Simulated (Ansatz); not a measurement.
# Mg3NiN: relaxing a made-up structure

This structure for Mg3NiN is made up. Its elements were placed in a known structure type with a cell scaled to their sizes. What cell does the guess relax to, and how far off was it?

Calculated with Ansatz 0.2.0; DFT, PBEsol, plane-wave PAW, files of the set soft_1, scalar-relativistic, ferromagnetic start, cell and ions relaxed at zero pressure; PAW set soft_1.

**1. Set-up**

The structure is cubic, space group Pm-3m (No. 221). The conventional cell has a = 4.656 Å, b = 4.656 Å, c = 4.656 Å, α = 90.00°, β = 90.00°, γ = 90.00°. Ni has 6 Mg at 2.33 Å nearest. Nearest to Mg lie 2 Ni at 2.33 Å. N has 12 Mg at 3.29 Å nearest. Farther neighbours and most contacts between anions are not listed.

Structure file:

```cif
data_structure
_symmetry_space_group_name_H-M 'Pm-3m'
_symmetry_Int_Tables_number 221
_cell_length_a 4.6560
_cell_length_b 4.6560
_cell_length_c 4.6560
_cell_angle_alpha 90.000
_cell_angle_beta 90.000
_cell_angle_gamma 90.000
_cell_volume 100.93
loop_
_atom_site_label
_atom_site_type_symbol
_atom_site_symmetry_multiplicity
_atom_site_Wyckoff_symbol
_atom_site_fract_x
_atom_site_fract_y
_atom_site_fract_z
_atom_site_occupancy
Ni1 Ni 1 b 0.50000 0.50000 0.50000 1
Mg1 Mg 3 c 0.50000 0.50000 0.00000 1
N1 N 1 a 0.00000 0.00000 0.00000 1
```

**2. Relaxation of the guess**

The guessed cell has no reason to be at equilibrium. It is relaxed with the atoms, within the space group of the guess.

File input.yaml:

```yaml
crystal:
  lattice:
    - [4.656, 0.0, 0.0]
    - [0.0, 4.656, 0.0]
    - [0.0, 0.0, 4.656]
  atoms:
    - { symbol: Ni, position: [0.5, 0.5, 0.5], spin: 1.0 }
    - { symbol: Mg, position: [0.5, 0.5, 0.0] }
    - { symbol: Mg, position: [0.5, 0.0, 0.5] }
    - { symbol: Mg, position: [0.0, 0.5, 0.5] }
    - { symbol: "N", position: [0.0, 0.0, 0.0] }
magnetization:
  spin_polarized: true
kpoints:
  mp_grid: { grid: [6, 6, 6] }
scf:
  occupations: { method: fermi_dirac, width: 0.05 }
hamiltonian:
  xc: pbesol
  pseudopotentials: { kind: paw, azcp: { folder: soft_1 }, xc_functional: pbe }
relax:
  f_tol: 0.015
  max_steps: 70
  cell: {}
output:
  forces: true
  stress: true
```

Run with:

```sh
$ ansatz run input.yaml --threads 4 --pin off --max-ram 10240MiB --backend cpu --events-out ev --progress --plain --runs-dir out
```

Numbers of over 12 decimals in the logs are rounded to 6 here.

The log of the run:

```text
Engine: ansatz 0.2.0, aarch64-unknown-linux-gnu
Pseudopotentials: kind: paw
Pseudopotential: Ni, paw, valence charge 18, recommended cutoff 420 eV (normal), soft_1/Ni.paw.azcp
Pseudopotential: Mg, paw, valence charge 10, recommended cutoff 420 eV (normal), soft_1/Mg.paw.azcp
Pseudopotential: N, paw, valence charge 5, recommended cutoff 420 eV (normal), soft_1/N.paw.azcp
Functional definition: PBEsol
  exchange = pbesol_x
  correlation = pbesol_c
Crystal: 5 atoms, lattice volume = 100.934 Å³
Basis set: ecut = 420 eV, 1935 PW (Γ), exchange–correlation on 64×64×64 points (8 copies of the dense FFT grid, shifted against one another)
Bands: 33, of which v1, the nominal top of the filled ones, is band 27 counted from 1 (26 counted from 0)
Symmetry: 48 space group operations
Space group: Pm-3m (ITA 221), of the structure as read, at distance tolerance 4.7e-5 Å
Magnetic group: BNS 221.92 (UNI 1594), of the structure as read, at distance tolerance 4.7e-5 Å
k-points: 20 of 216
Non-local potential: Ni, projectors of the file, l = 0: 3, l = 1: 2, l = 2: 3, l = 3: 1
Non-local potential: Mg, projectors of the file, l = 0: 3, l = 1: 2, l = 2: 1
Non-local potential: N, projectors of the file, l = 0: 2, l = 1: 2, l = 2: 1
PAW form: soft (Blöchl's): semilocal exchange-correlation on the pseudo side does not see the compensation charge
PAW frozen core: Ni, regenerated for the run's functional, and the local potential with it (the file was generated under x = pbe(κ = 0.804, μ = 0.219515), c = pbe(β = 0.066725))
PAW frozen core: Mg, regenerated for the run's functional, and the local potential with it (the file was generated under x = pbe(κ = 0.804, μ = 0.219515), c = pbe(β = 0.066725))
PAW frozen core: N, regenerated for the run's functional, and the local potential with it (the file was generated under x = pbe(κ = 0.804, μ = 0.219515), c = pbe(β = 0.066725))
PAW one-centre angular grid: Ni, 590 points (default); XC on 64 Gauss nodes
PAW one-centre angular grid: Mg, 110 points (default); XC on 64 Gauss nodes
PAW one-centre angular grid: N, 110 points (default); XC on 64 Gauss nodes
Starting moments: Σ|m| = 1 μB on 1 of 5 sites
Initial wavefunctions: pseudopotential atomic-orbital guess
Functional: x = pbesol(κ = 0.804, μ = 0.123457), c = pbesol(β = 0.046)
SCF iter   1: F=—  HF=-11916.416553 eV  |F-HF|=—  |Δ(HF+E_count)|=         —  Δρ=1.01e-1 (↑7.39e-2 ↓1.01e-1)  dr2=6.67e1  dr2_m=8.27e-1  M=0.340 μB ∫|m|=0.560 μB  β_m=0.30  ethr=3.10e-3  ⟨swp⟩=6.5  Hψ=5537  notcnv=0
Mixer restart at iter 1: flushing history
preconditioner: auto → Kerker (q_TF=auto, 2.451 Å⁻¹)  [metal: Δε(μ)=0.018 eV  Ē_g=6.386 eV  σ=0.050 eV  W_gap=0.09  n_scr=26 (ndim 8)  ℏωp=16.9 eV  f_vac=0.000  D(μ)=3.17/eV (n_scr^D=26)]
spin=Collinear: Kerker preconditioning applied to the charge; magnetization (m = ρ↑ − ρ↓) channel mixes plain (no charge-response kernel on spin).
SCF iter   2: F=—  HF=-11913.334923 eV  |F-HF|=—  |Δ(HF+E_count)|=    3.08e0  Δρ=2.66e-2 (↑2.66e-2 ↓2.43e-2)  dr2=1.81e0  dr2_m=3.74e-1  M=0.377 μB ∫|m|=0.573 μB  β_m=0.30  ethr=3.10e-3  ⟨swp⟩=3.3  Hψ=2580  notcnv=0  defer=1
SCF iter   3: F=—  HF=-11913.658516 eV  |F-HF|=—  |Δ(HF+E_count)|=   3.24e-1  Δρ=3.25e-2 (↑1.40e-2 ↓3.25e-2)  dr2=2.48e0  dr2_m=3.74e-1  M=0.259 μB ∫|m|=0.460 μB  β_m=0.48  ethr=3.10e-3  ⟨swp⟩=2.0  Hψ=1835  notcnv=0  defer=3
SCF iter   4: F=—  HF=-11914.865273 eV  |F-HF|=—  |Δ(HF+E_count)|=    1.21e0  Δρ=3.12e-2 (↑3.12e-2 ↓1.49e-2)  dr2=1.03e0  dr2_m=9.05e-2  M=0.182 μB ∫|m|=0.348 μB  β_m=0.34  ethr=3.10e-3  ⟨swp⟩=3.0  Hψ=2368  notcnv=0  defer=3
SCF iter   5: F=—  HF=-11914.104265 eV  |F-HF|=—  |Δ(HF+E_count)|=   7.61e-1  Δρ=1.54e-2 (↑1.46e-2 ↓1.54e-2)  dr2=5.78e-1  dr2_m=1.24e-3  M=0.128 μB ∫|m|=0.229 μB  β_m=0.58  ethr=1.95e-3  ⟨swp⟩=2.5  Hψ=2119  notcnv=0  defer=12
SCF iter   6: F=—  HF=-11914.302127 eV  |F-HF|=—  |Δ(HF+E_count)|=   1.98e-1  Δρ=9.72e-3 (↑7.75e-3 ↓9.72e-3)  dr2=1.82e-1  dr2_m=1.54e-3  M=0.167 μB ∫|m|=0.230 μB  β_m=0.79  ethr=1.09e-3  ⟨swp⟩=2.0  Hψ=1859  notcnv=0  defer=13
SCF iter   7: F=—  HF=-11914.414219 eV  |F-HF|=—  |Δ(HF+E_count)|=         —  Δρ=3.03e-3 (↑3.03e-3 ↓2.39e-3)  dr2=4.97e-3  dr2_m=6.28e-3  M=0.271 μB ∫|m|=0.332 μB  β_m=0.79  ethr=3.44e-4  ⟨swp⟩=2.7  Hψ=2047  notcnv=0  defer=17
Mixer restart at iter 7: flushing history
SCF iter   8: F=—  HF=-11914.417789 eV  |F-HF|=—  |Δ(HF+E_count)|=   3.57e-3  Δρ=3.18e-3 (↑2.75e-3 ↓3.18e-3)  dr2=1.85e-2  dr2_m=2.98e-3  M=0.306 μB ∫|m|=0.384 μB  β_m=0.79  ethr=9.37e-6  ⟨swp⟩=2.0  Hψ=2802  notcnv=0  defer=17
SCF iter   9: F=—  HF=-11914.421974 eV  |F-HF|=—  |Δ(HF+E_count)|=   4.18e-3  Δρ=3.59e-3 (↑3.59e-3 ↓3.26e-3)  dr2=2.03e-2  dr2_m=1.99e-3  M=0.328 μB ∫|m|=0.419 μB  β_m=0.24  ethr=9.37e-6  ⟨swp⟩=2.4  Hψ=2641  notcnv=0  defer=19
SCF iter  10: F=—  HF=-11914.417208 eV  |F-HF|=—  |Δ(HF+E_count)|=   4.77e-3  Δρ=1.30e-3 (↑1.30e-3 ↓1.16e-3)  dr2=6.75e-4  dr2_m=1.25e-3  M=0.340 μB ∫|m|=0.439 μB  β_m=0.56  ethr=9.37e-6  ⟨swp⟩=2.0  Hψ=2693  notcnv=0  defer=17
SCF iter  11: F=—  HF=-11914.417492 eV  |F-HF|=—  |Δ(HF+E_count)|=   2.84e-4  Δρ=1.12e-3 (↑9.96e-4 ↓1.12e-3)  dr2=1.57e-3  dr2_m=4.90e-4  M=0.374 μB ∫|m|=0.501 μB  β_m=0.62  ethr=1.27e-6  ⟨swp⟩=2.0  Hψ=1863  notcnv=0  defer=17
SCF iter  12: F=—  HF=-11914.417410 eV  |F-HF|=—  |Δ(HF+E_count)|=   8.20e-5  Δρ=2.22e-4 (↑2.22e-4 ↓1.80e-4)  dr2=9.15e-5  dr2_m=1.76e-5  M=0.411 μB ∫|m|=0.571 μB  β_m=0.87  ethr=1.27e-6  ⟨swp⟩=2.1  Hψ=2509  notcnv=0  defer=18
SCF iter  13: F=—  HF=-11914.417396 eV  |F-HF|=—  |Δ(HF+E_count)|=   1.39e-5  Δρ=1.16e-4 (↑1.16e-4 ↓9.31e-5)  dr2=9.65e-6  dr2_m=8.56e-6  M=0.412 μB ∫|m|=0.574 μB  β_m=0.94  ethr=1.73e-7  ⟨swp⟩=2.0  Hψ=1620  notcnv=0  defer=18
SCF iter  14: F=—  HF=-11914.417400 eV  |F-HF|=—  |Δ(HF+E_count)|=   3.78e-6  Δρ=2.27e-5 (↑2.27e-5 ↓1.87e-5)  dr2=3.21e-6  dr2_m=1.50e-8  M=0.416 μB ∫|m|=0.584 μB  β_m=0.97  ethr=1.82e-8  ⟨swp⟩=2.1  Hψ=1766  notcnv=0  defer=18
SCF iter  15: F=—  HF=-11914.417400 eV  |F-HF|=—  |Δ(HF+E_count)|=   1.87e-7  Δρ=1.82e-5 (↑1.40e-5 ↓1.82e-5)  dr2=6.62e-7  dr2_m=3.33e-8  M=0.416 μB ∫|m|=0.584 μB  β_m=0.98  ethr=6.05e-9  ⟨swp⟩=2.0  Hψ=1794  notcnv=0  defer=18
SCF iter  16: F=—  HF=-11914.417400 eV  |F-HF|=—  |Δ(HF+E_count)|=   3.01e-7  Δρ=2.05e-5 (↑1.72e-5 ↓2.05e-5)  dr2=9.28e-7  dr2_m=6.77e-8  M=0.416 μB ∫|m|=0.585 μB  β_m=0.99  ethr=1.25e-9  ⟨swp⟩=2.3  Hψ=2026  notcnv=0  defer=18
SCF iter  17: F=—  HF=-11914.417400 eV  |F-HF|=—  |Δ(HF+E_count)|=   2.74e-8  Δρ=2.66e-6 (↑2.62e-6 ↓2.66e-6)  dr2=2.37e-8  dr2_m=2.05e-10  M=0.417 μB ∫|m|=0.586 μB  β_m=0.99  ethr=1.25e-9  ⟨swp⟩=2.0  Hψ=1702  notcnv=0  defer=18
[...]
SCF iter  10: F=—  HF=-11914.455535 eV  |F-HF|=—  |Δ(HF+E_count)|=   1.01e-7  Δρ=1.77e-5 (↑1.73e-5 ↓1.77e-5)  dr2=8.71e-7  dr2_m=3.44e-9  M=0.254 μB ∫|m|=0.314 μB  β_m=0.94  ethr=6.90e-10  ⟨swp⟩=3.0  Hψ=2519  notcnv=0  defer=2
SCF iter  11: F=—  HF=-11914.455535 eV  |F-HF|=—  |Δ(HF+E_count)|=   1.02e-8  Δρ=3.66e-6 (↑3.66e-6 ↓3.51e-6)  dr2=3.74e-8  dr2_m=5.55e-9  M=0.254 μB ∫|m|=0.314 μB  β_m=0.97  ethr=6.90e-10  ⟨swp⟩=2.0  Hψ=1643  notcnv=0  defer=2
SCF iter  12: F=-11914.455535 eV  HF=-11914.455535 eV  |F-HF|=1.22e-10  |Δ(HF+E_count)|=   6.87e-9  Δρ=8.29e-7 (↑8.29e-7 ↓7.94e-7)  dr2=2.32e-9  dr2_m=1.33e-11  M=0.254 μB ∫|m|=0.315 μB  ethr=7.05e-11  ⟨swp⟩=1.1  Hψ=3248  notcnv=0
SCF 3 converged in 12 iterations: F = -11914.455535 eV  dr2 = 2.32e-9
relax step   3: F+E_penalty+E_count = -11914.45553523 eV  Δ(F+E_penalty+E_count) = -1.066e-2 eV  max|allowed force component| = 1.632e-29 eV/Å  Δτ_max = 0.0000 Å  P = +0.159 GPa  Ω = 95.553 Å³  energy of the carried Pulay correction = +2.108e-3 eV  (12 SCF iters, dr2 threshold 5.00e-7 eV, accepted)
[...]
relax step   4: F+E_penalty+E_count = -11914.45555773 eV  Δ(F+E_penalty+E_count) = -2.250e-5 eV  max|allowed force component| = 6.152e-29 eV/Å  Δτ_max = 0.0000 Å  P = -0.007 GPa  Ω = 95.883 Å³  energy of the carried Pulay correction = +1.975e-3 eV  (10 SCF iters, dr2 threshold 6.28e-8 eV, accepted)
Initial wavefunctions: pseudopotential atomic-orbital guess (no wavefunctions were taken with the density)
iter 1 solved again at ethr=1.11e-7 eV; its pass at ethr=3.10e-3 eV (dr2=5.86e-5 eV) is discarded
SCF iter   1: F=—  HF=-11914.453993 eV  |F-HF|=—  |Δ(HF+E_count)|=         —  Δρ=6.46e-5 (↑5.42e-5 ↓6.46e-5)  dr2=1.35e-5  dr2_m=1.01e-7  M=0.264 μB ∫|m|=0.328 μB  β_m=0.65  ethr=1.11e-7  ⟨swp⟩=3.1  Hψ=9538  notcnv=0
preconditioner: auto → none  [metal: Δε(μ)=0.012 eV  Ē_g=6.242 eV  σ=0.050 eV  W_gap=0.06  n_scr=6 (ndim 8)  ℏωp=17.4 eV  f_vac=0.000  D(μ)=2.26/eV (n_scr^D=18)]
SCF iter   2: F=—  HF=-11914.453984 eV  |F-HF|=—  |Δ(HF+E_count)|=   9.22e-6  Δρ=9.25e-5 (↑7.73e-5 ↓9.25e-5)  dr2=4.29e-5  dr2_m=6.90e-8  M=0.263 μB ∫|m|=0.328 μB  β_m=0.28  ethr=2.56e-8  ⟨swp⟩=2.0  Hψ=1765  notcnv=0  recentre
SCF iter   3: F=—  HF=-11914.453991 eV  |F-HF|=—  |Δ(HF+E_count)|=   7.42e-6  Δρ=2.29e-5 (↑2.29e-5 ↓2.07e-5)  dr2=7.86e-7  dr2_m=4.20e-9  M=0.263 μB ∫|m|=0.328 μB  β_m=0.62  ethr=2.56e-8  ⟨swp⟩=2.0  Hψ=1758  notcnv=0
SCF iter   4: F=—  HF=-11914.453996 eV  |F-HF|=—  |Δ(HF+E_count)|=   4.63e-6  Δρ=1.82e-5 (↑1.76e-5 ↓1.82e-5)  dr2=9.05e-7  dr2_m=5.27e-9  M=0.263 μB ∫|m|=0.328 μB  β_m=0.48  ethr=1.48e-9  ⟨swp⟩=2.0  Hψ=2400  notcnv=0
SCF iter   5: F=—  HF=-11914.453996 eV  |F-HF|=—  |Δ(HF+E_count)|=   1.60e-7  Δρ=7.61e-6 (↑6.98e-6 ↓7.61e-6)  dr2=1.48e-7  dr2_m=3.77e-9  M=0.263 μB ∫|m|=0.328 μB  β_m=0.50  ethr=1.48e-9  ⟨swp⟩=2.0  Hψ=1730  notcnv=0
SCF iter   6: F=—  HF=-11914.453996 eV  |F-HF|=—  |Δ(HF+E_count)|=   1.86e-7  Δρ=4.29e-6 (↑1.65e-6 ↓4.29e-6)  dr2=3.64e-8  dr2_m=3.90e-9  M=0.263 μB ∫|m|=0.328 μB  β_m=0.59  ethr=2.79e-10  ⟨swp⟩=2.0  Hψ=1691  notcnv=0
SCF iter   7: F=—  HF=-11914.453996 eV  |F-HF|=—  |Δ(HF+E_count)|=   8.85e-8  Δρ=2.22e-6 (↑1.67e-6 ↓2.22e-6)  dr2=1.75e-9  dr2_m=2.97e-9  M=0.263 μB ∫|m|=0.328 μB  β_m=0.79  ethr=6.88e-11  ⟨swp⟩=2.0  Hψ=1756  notcnv=0
SCF iter   8: F=—  HF=-11914.453996 eV  |F-HF|=—  |Δ(HF+E_count)|=   1.36e-8  Δρ=1.33e-6 (↑7.45e-7 ↓1.33e-6)  dr2=2.44e-9  dr2_m=7.80e-10  M=0.263 μB ∫|m|=0.327 μB  β_m=0.85  ethr=3.29e-12  ⟨swp⟩=3.0  Hψ=2652  notcnv=0
SCF iter   9: F=—  HF=-11914.453996 eV  |F-HF|=—  |Δ(HF+E_count)|=   7.25e-9  Δρ=1.26e-6 (↑1.15e-6 ↓1.26e-6)  dr2=5.13e-9  dr2_m=8.07e-12  M=0.263 μB ∫|m|=0.327 μB  β_m=0.93  ethr=3.29e-12  ⟨swp⟩=2.1  Hψ=2415  notcnv=0
SCF iter  10: F=—  HF=-11914.453996 eV  |F-HF|=—  |Δ(HF+E_count)|=   6.81e-9  Δρ=5.28e-7 (↑4.55e-7 ↓5.28e-7)  dr2=7.31e-10  dr2_m=2.52e-12  M=0.263 μB ∫|m|=0.327 μB  β_m=0.96  ethr=3.29e-12  ⟨swp⟩=2.3  Hψ=2202  notcnv=0
SCF iter  11: F=—  HF=-11914.453996 eV  |F-HF|=—  |Δ(HF+E_count)|=  8.20e-10  Δρ=2.03e-7 (↑1.91e-7 ↓2.03e-7)  dr2=1.37e-10  dr2_m=1.06e-12  M=0.263 μB ∫|m|=0.327 μB  β_m=0.82  ethr=1.38e-12  ⟨swp⟩=2.7  Hψ=2449  notcnv=0
SCF iter  12: F=—  HF=-11914.453996 eV  |F-HF|=—  |Δ(HF+E_count)|=  1.84e-10  Δρ=2.92e-8 (↑2.92e-8 ↓2.62e-8)  dr2=2.26e-12  dr2_m=2.16e-13  M=0.263 μB ∫|m|=0.327 μB  β_m=0.91  ethr=1.00e-12  ⟨swp⟩=2.0  Hψ=1667  notcnv=0
SCF iter  13: F=-11914.453996 eV  HF=-11914.453996 eV  |F-HF|=1.82e-12  |Δ(HF+E_count)|=  5.46e-12  Δρ=1.39e-8 (↑1.39e-8 ↓1.34e-8)  dr2=6.45e-13  dr2_m=1.58e-16  M=0.263 μB ∫|m|=0.327 μB  ethr=1.00e-12  ⟨swp⟩=3.0  Hψ=3357  notcnv=0
SCF 5 converged in 13 iterations: F = -11914.453996 eV  dr2 = 6.45e-13
relax step   5: F+E_penalty+E_count = -11914.45399628 eV  Δ(F+E_penalty+E_count) = +1.561e-3 eV  max|allowed force component| = 4.526e-29 eV/Å  Δτ_max = 0.0000 Å  P = -0.029 GPa  Ω = 95.883 Å³  stress off target by 2.92e-2 GPa  SCF on the basis re-selected at this cell (its energy is not comparable with the rows above)  (13 SCF iters)
basis re-selected at this cell: Δ(F+E_penalty+E_count) = +1.561e-3 eV, ΔP = -0.022 GPa vs the last step (what re-selecting the basis moved, of the pressure what is left beyond the Pulay correction that the steps carried, after the strain that the cell walked since its last selection, with what the two solves' SCF thresholds leave and, on support functions, any second-order correction that the steps lacked; it is no m [...]
SCF converged after 13 iterations
Magnetization: 0.2628 μB (26.6314 up, 26.3686 down)
Absolute magnetization: 0.3281 μB (∫|ρ↑−ρ↓|, with the PAW one-centre terms)
Spin contamination: 0.0112 ħ² per cell (⟨S²⟩ above its minimum at these occupations)
Per-site moments (μB) at R_I (Å): [(0.011330, 0.944006), (-0.000750132, 0.944006), (-0.000750132, 0.944006), (-0.000750132, 0.944006), (0.278414, 1.335026)]
Free energy (F): -11914.453996 eV
Harris-Foulkes:  -11914.453996 eV  (|F-HF|=1.82e-12)
Internal energy: -11914.435072 eV  (E = F + TS)
E sigma→0 (E₀):  -11914.444534 eV
Entropy (-TS):   -0.018925 eV (-3.785 meV/atom)
Fermi energy:    5.396705 eV
--- Per-component energies (eV) ---
  E_band       = -1563.085735
  E_kinetic    = 674.185820
  E_local      = -10574.963777  (includes V_loc(G=0)·N_el)
  E_nonlocal   = 515.281851
  E_hartree    = 4451.455538
  E_xc         = -244.718898
  E_vxc        = -315.683368  (∫ρ·V_xc dr)
  E_paw        = -2624.721121  (= ΣΔE_a)
  E_vpaw       = -764.818436  (= ΣTr[D̂ρ^β])
  E_aug_tail   = 0.001178  (compensation charges beyond the density's cutoff)
  E_ewald      = -4111.357638
  E_core_change = 0.401975  (= ΣΔE_core)
  E_smearing   = -0.018925  (= −TS)
  E_closure    = 0.000000  (closes the sum)
  Σ components = -11914.453996   (vs F -11914.453996, Δ=0.00e0)
--- Forces (eV/Å), atoms counted from 1 ---
  atom   1  Ni    -0.00000000     0.00000000     0.00000000
  atom   2  Mg     0.00000000    -0.00000000     0.00000000
  atom   3  Mg     0.00000000    -0.00000000     0.00000000
  atom   4  Mg     0.00000000    -0.00000000    -0.00000000
  atom   5  N      0.00000000     0.00000000     0.00000000
  max |Σ_I F_I| component: 4.79e-29 eV/Å
--- Stress (GPa, compression-positive) ---
       -0.029157      -0.000000      -0.000000
       -0.000000      -0.029157      -0.000000
        0.000000      -0.000000      -0.029157
  P = ⅓ Tr σ = -0.0292 GPa (-0.292 kbar)
--- Relaxed structure (4 steps of the walk, 4 accepted, 1 SCFs on fresh bases) ---
  F+E_penalty+E_count = -11914.45399628 eV   max|allowed force component| = 4.526e-29 eV/Å   (the final SCF, on the basis selected at the relaxed cell)
  cell:  # Å, volume = 95.8832 Å³
    - [4.576999, 0, 0]
    - [0, 4.576999, 0]
    - [0, 0, 4.576999]
  atoms:
    - { symbol: Ni, position: [0.5, 0.5, 0.5] }
    - { symbol: Mg, position: [0.5, 0.5, 0] }
    - { symbol: Mg, position: [0.5, 0, 0.5] }
    - { symbol: Mg, position: [0, 0.5, 0.5] }
    - { symbol: N, position: [0, 0, 0] }
```

Run time: 13 s. Hardware: 4 threads of Arm Neoverse V1, shared host; peak memory 0.45 GiB.

Relaxation path:

```tsv
step	energy less that of the first step (eV)	largest force component (eV/Å)	pressure (GPa)	volume (Å³)
1	0.0000	0.0000	-2.16	100.93
2	-0.0275	0.0000	-1.18	98.42
3	-0.0381	0.0000	0.16	95.55
4	-0.0382	0.0000	-0.01	95.88
5*	-0.0366	0.0000	-0.03	95.88
```

Relaxation steps marked * repeat the geometry before them on a plane-wave basis chosen anew for their cell, so energy and pressure can jump there.

The run keeps the 48 symmetry operations that it works with, so distortions that break them were not tested.

```tsv
conventional cell, symmetrised	before	after	change
a (Å)	4.656	4.577	-1.7 %
b (Å)	4.656	4.577	-1.7 %
c (Å)	4.656	4.577	-1.7 %
volume (Å³/atom)	20.19	19.18	-5.0 %
```

The relaxed structure:

```xyz
5
Lattice="4.5770 0.0000 0.0000 0.0000 4.5770 0.0000 0.0000 0.0000 4.5770" Properties=species:S:1:pos:R:3 pbc="T T T"
Ni    2.2885    2.2885    2.2885
Mg    2.2885    2.2885    0.0000
Mg    2.2885    0.0000    2.2885
Mg    0.0000    2.2885    2.2885
N     0.0000    0.0000    0.0000
```

Numbers from this step:

| Property | Result |
| --- | --- |
| free energy | -11914.4540 eV |
| energy at zero smearing | -11914.4445 eV |
| smearing term TS | 0.01892 eV |
| Fermi energy | 5.397 eV |
| magnetization | 0.2628 μB |
| absolute magnetization | 0.3281 μB |
| site moments | 0.01133, -7.50e-4, -7.50e-4, -7.50e-4, 0.2784 μB |
| electrons | 53 |
| symmetry operations | 48 |
| pressure | -0.02916 GPa |

Site moment by atom:

```tsv
atom	site moment (μB)
Ni1	0.011
Mg2	-0.001
Mg3	-0.001
Mg4	-0.001
N5	0.278
```

Shortest distances by pair of elements, guess and relaxed (not always the same contact):

```tsv
pair	guess (Å)	relaxed (Å)
Mg–Ni	2.328	2.288
Mg–N	3.292	3.236
Mg–Mg	3.292	3.236
N–Ni	4.032	3.964
Ni–Ni	4.656	4.577
```

The relaxation ends with a pressure of -0.03 GPa.

**3. Outcome**

| Item | Value |
| --- | --- |
| space group, relaxed | Pm-3m |
| conventional cell | a = 4.577, b = 4.577, c = 4.577 Å; α = 90.0°, β = 90.0°, γ = 90.0° |
| volume per atom | 19.18 Å³ (guess 20.19) |
| total moment | 0.26 μB in the cell of 5 atoms |

**Reading.** Mg3NiN relaxes to Pm-3m with a = 4.577, b = 4.577 and c = 4.577 Å. The guessed volume was 5 % too large. The space group Pm-3m was held in the relaxation, so the end point is a stationary structure within it and may be a saddle against distortions or other arrangements. The input starts from parallel moments, and no other start was typed. Mesh and cutoff weren't tested. No dispersion term is used, so weakly bound directions may come out too long. Nothing here tests whether the compound is stable against decomposition.

[Logs are printed without paths, hosts, clocks, repeated set-up lines and the standing remarks that a program may print on its own settings, such as how far it seeks lower states.]

[Hosts, paths, dates, database ids (printed as entryN), source tags and the programs' standing remarks are cut or masked in the printed files.]
